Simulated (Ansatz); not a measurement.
## Al2InN3 (Cmc2_1): converging the G0W0 gap

Aim: see how the G0W0 gap of Al2InN3 (Cmc2_1) on PBE moves with empty bands and screening cutoff, and what each rung costs.

Calculated with Ansatz 0.2.0; G0W0 on PBE, plane waves, PAW; PAW set soft_1.

Report form: the programs' logs are mostly left out.

## 1. Set-up

The structure is orthorhombic, space group Cmc2_1 (No. 36). Conventional cell: a = 9.760 Å, b = 5.611 Å, c = 5.199 Å, α = 90.00°, β = 90.00°, γ = 90.00°. Nearest to Al lie 4 N at 1.89 to 1.90 Å. Nearest to In lie 4 N at 2.16 to 2.19 Å. Nearest to N lie 3 Al at 1.89 to 1.90 Å and 1 In at 2.16 Å. Nearest to N lie 2 Al at 1.89 Å and 2 In at 2.17 to 2.19 Å. Farther neighbours and most contacts between anions are not listed.

Coordinates:

```
Al In N
1.0
     4.88002   -2.80552    0.00000
     4.88002    2.80552    0.00000
     0.00000    0.00000    5.19946
Al In N
4 2 6
Direct
  0.00854 0.33490 0.99163
  0.66510 0.99146 0.99163
  0.99146 0.66510 0.49163
  0.33490 0.00854 0.49163
  0.32192 0.67808 0.98638
  0.67808 0.32192 0.48638
  0.03698 0.33358 0.35580
  0.66642 0.96302 0.35580
  0.96302 0.66642 0.85580
  0.33358 0.03698 0.85580
  0.29809 0.70191 0.40676
  0.70191 0.29809 0.90676
```

The cell and positions are those that the Materials Project relaxed with its own functionals (PBE, PBE+U or r2SCAN), kept fixed.

## 2. 128 empty bands, screening to 54 eV

G0W0 replaces the xc potential by the self-energy, built once from these orbitals. Only a window of levels is corrected, while the sums run over the empty bands that the input names. This step takes PAW set soft_1 files.

input.yaml

```yaml
crystal:
  lattice:
    - [4.8800190524, -2.8055151375, 0.0]
    - [4.8800190524, 2.8055151375, 0.0]
    - [0.0, 0.0, 5.1994618]
  atoms:
    - { symbol: Al, position: [0.00854286, 0.33490025, 0.99162672] }
    - { symbol: Al, position: [0.66509975, 0.99145714, 0.99162672] }
    - { symbol: Al, position: [0.99145714, 0.66509975, 0.49162672] }
    - { symbol: Al, position: [0.33490025, 0.00854286, 0.49162672] }
    - { symbol: In, position: [0.32191553, 0.67808447, 0.98638376] }
    - { symbol: In, position: [0.67808447, 0.32191553, 0.48638376] }
    - { symbol: "N", position: [0.03698256, 0.33358057, 0.35579997] }
    - { symbol: "N", position: [0.66641943, 0.96301744, 0.35579997] }
    - { symbol: "N", position: [0.96301744, 0.66641943, 0.85579997] }
    - { symbol: "N", position: [0.33358057, 0.03698256, 0.85579997] }
    - { symbol: "N", position: [0.29809134, 0.70190866, 0.40676283] }
    - { symbol: "N", position: [0.70190866, 0.29809134, 0.90676283] }
kpoints:
  mp_grid: { grid: [6, 6, 4] }
hamiltonian:
  xc: pbe
  pseudopotentials: { kind: paw, azcp: { folder: soft_1 } }
scf:
  occupations: { method: fixed }
gw:
  n_empty_bands: 128
  ecut_chi: 54
  qp_bands: [v4, c4]
  qp_kpoints: band_edges
  screening: { model: contour_deformation }
```

Run with:

```bash
$ ansatz run input.yaml --threads 2 --pin off --max-ram 92160MiB --backend cuda --events-out ev --progress --plain --runs-dir out --devices 1 --max-vram 13GiB
```

The job ended after 98 s (1 × NVIDIA H100 80GB HBM3 (shared by 6 runs) with 2 threads of AMD EPYC 7R13 (Zen 3), shared host; peak memory 1.5 GiB).

This step gave:

```
bands summed                                 : 162
RPA ε∞ on this mesh (eigenvalues)            : 5.213, 5.249, 5.487
plane waves in the screening matrix          : 133
q-points in the mesh                         : 144
G0W0 gap on the mesh                         : 3.226 eV
k of the valence top                         : 0, 0, 0
k of the conduction bottom                   : 0, 0, 0
starting gap on the mesh                     : 2.292 eV
Z at the valence top                         : 0.7718
Z at the conduction bottom                   : 0.8106
least direct G0W0 gap on the computed points : 3.226 eV
```

The gap on the mesh goes from 2.29 eV to 3.23 eV, a correction of +0.93 eV. Between the two edge states, bare exchange in place of the xc potential would open the gap by 7.66 eV, and correlation takes back 6.73 eV.

## 3. 362 empty bands, screening to 108 eV

Another rung: the empty bands reach about as high as the screening cutoff, so the two stay in balance.

input.yaml, as its differences from that of step 2:

```diff
@@ -26,4 +26,4 @@
 gw:
-  n_empty_bands: 128
-  ecut_chi: 54
+  n_empty_bands: 362
+  ecut_chi: 108
   qp_bands: [v4, c4]
```

The job ended after 2.5 min (1 × NVIDIA H100 80GB HBM3 (shared by 6 runs) with 2 threads; peak memory 2.8 GiB; 4.2 min of CPU time).

Numbers from this step:

* bands summed: 396
* RPA ε∞ on this mesh (eigenvalues): 5.101, 5.131, 5.370
* plane waves in the screening matrix: 381
* q-points in the mesh: 144
* G0W0 gap on the mesh: 3.443 eV
* k of the valence top: 0, 0, 0
* k of the conduction bottom: 0, 0, 0
* starting gap on the mesh: 2.292 eV
* Z at the valence top: 0.7655
* Z at the conduction bottom: 0.8029
* least direct G0W0 gap on the computed points: 3.443 eV

Against the run with 6×6×4 mesh, 128 empty bands, screening to 54 eV, PAW set soft_1 files, the gap moves by +0.22 eV.

## 4. 780 empty bands, screening to 180 eV

input.yaml, as its differences from that of step 3:

```diff
@@ -26,4 +26,4 @@
 gw:
-  n_empty_bands: 362
-  ecut_chi: 108
+  n_empty_bands: 780
+  ecut_chi: 180.0
   qp_bands: [v4, c4]
```

It took 6.2 min on 1 × NVIDIA H100 80GB HBM3 (shared by 6 runs) with 2 threads; peak memory 6.5 GiB.

This step gave:

| Quantity | Value |
| --- | --- |
| bands summed | 814 |
| RPA ε∞ on this mesh (eigenvalues) | 5.077, 5.106, 5.337 |
| plane waves in the screening matrix | 767 |
| G0W0 gap on the mesh | 3.519 eV |
| k of the valence top | 0, 0, 0 |
| k of the conduction bottom | 0, 0, 0 |
| starting gap on the mesh | 2.292 eV |
| least direct G0W0 gap on the computed points | 3.519 eV |

Against the run with 6×6×4 mesh, 362 empty bands, screening to 108 eV, PAW set soft_1 files, the gap moves by +0.08 eV.

## 5. Changing the k mesh: 3×3×2 mesh, 362 empty bands, screening to 108 eV, PAW set soft_1 files

A second mesh at equal bands and cutoff isolates the sampling error. Bands and cutoff differ from the step before, so it is read against an earlier run that matches them.

input.yaml, as its differences from that of step 4:

```diff
@@ -19,3 +19,3 @@
 kpoints:
-  mp_grid: { grid: [6, 6, 4] }
+  mp_grid: { grid: [3, 3, 2] }
 hamiltonian:
@@ -26,4 +26,4 @@
 gw:
-  n_empty_bands: 780
-  ecut_chi: 180.0
+  n_empty_bands: 362
+  ecut_chi: 108
   qp_bands: [v4, c4]
```

Wall time 19 s (1 × NVIDIA H100 80GB HBM3 (shared by 6 runs) with 2 threads); peak memory 1.4 GiB; 19 s of CPU time.

This step gave:

* bands summed: 396
* RPA ε∞ on this mesh (eigenvalues): 5.415, 5.448, 5.763
* plane waves in the screening matrix: 381
* G0W0 gap on the mesh: 3.440 eV
* k of the valence top: 0, 0, 0
* k of the conduction bottom: 0, 0, 0
* starting gap on the mesh: 2.290 eV
* least direct G0W0 gap on the computed points: 3.440 eV

Against the run with 6×6×4 mesh, 362 empty bands, screening to 108 eV, PAW set soft_1 files, the gap moves by −0.003 eV.

## 6. Side by side

Times are wall times on 1 × NVIDIA H100 80GB HBM3 (shared by 6 runs) with 2 threads of AMD EPYC 7R13 (Zen 3), shared host, good to a factor of about two.

```tsv
mesh	files	frequency	bands summed	cutoff (eV)	start (eV)	G0W0 (eV)	time	host memory (GiB)
6×6×4	PAW set soft_1	contour deformation	162	54	2.292	3.226	98 s	1.5
6×6×4	PAW set soft_1	contour deformation	396	108	2.292	3.443	2.5 min	2.8
6×6×4	PAW set soft_1	contour deformation	814	180	2.292	3.519	6.2 min	6.5
3×3×2	PAW set soft_1	contour deformation	396	108	2.290	3.440	19 s	1.4
```

The parts of the quasiparticle energy at the two band edges (eV; QP = start + Σx + Σc − Vxc):

```tsv
run	edge	start	Σx	Σc	Vxc	Z	QP
162 bands	valence top	8.25	-21.73	3.69	-17.98	0.77	8.19
162 bands	conduction bottom	10.54	-11.18	-3.03	-15.09	0.81	11.42
396 bands	valence top	8.25	-21.73	3.23	-17.98	0.77	7.73
396 bands	conduction bottom	10.54	-11.18	-3.28	-15.09	0.80	11.17
814 bands	valence top	8.25	-21.73	2.95	-17.98	0.76	7.44
814 bands	conduction bottom	10.54	-11.18	-3.49	-15.09	0.80	10.96
```

## 7. What came out

```
162 bands, 54 eV                    : 3.226 eV
396 bands, 108 eV                   : 3.443 eV
814 bands, 180 eV                   : 3.519 eV
estimated limit in bands and cutoff : 3.59 eV
mesh and start                      : 6×6×4, PBE
```

In words: A line in one over the bands through the two highest rungs gives 3.59 eV, +0.07 eV from the top rung; the pair below gives 3.59 eV, in fair agreement. The rungs stand 0.37 eV (162 bands), 0.15 eV (396 bands) and 0.07 eV (814 bands) from it. From 162 to 814 bands the gap moves by +0.29 eV while the time grows 3.8-fold. Σc changes by −0.75 eV at the valence top and −0.45 eV at the conduction bottom, so the levels themselves move more than the gap between them. On the 3×3×2 mesh in place of 6×6×4 the gap differs by −0.003 eV, of which −0.002 eV is already in the start. The cheapest rung within 0.1 eV of this estimate is that with 814 bands (6.2 min). The many-body steps are scalar-relativistic: spin-orbit coupling is not in them.

[Paths, hosts, dates, memory and timing lines, banners, echoed tables and standing remarks are left out of the program output.]

[Logs are printed without paths, hosts, clocks, repeated set-up lines and the standing remarks that a program may print on its own settings, such as how far it seeks lower states.]

[Runs of the session that timed out or met a known fault of the program may be left out.]

[Cells called generated may have been cut or substituted from an entry of the Crystallography Open Database or the Materials Project.]

[Hosts, paths, dates, database ids (printed as entryN), source tags and the programs' standing remarks are cut or masked in the printed files.]
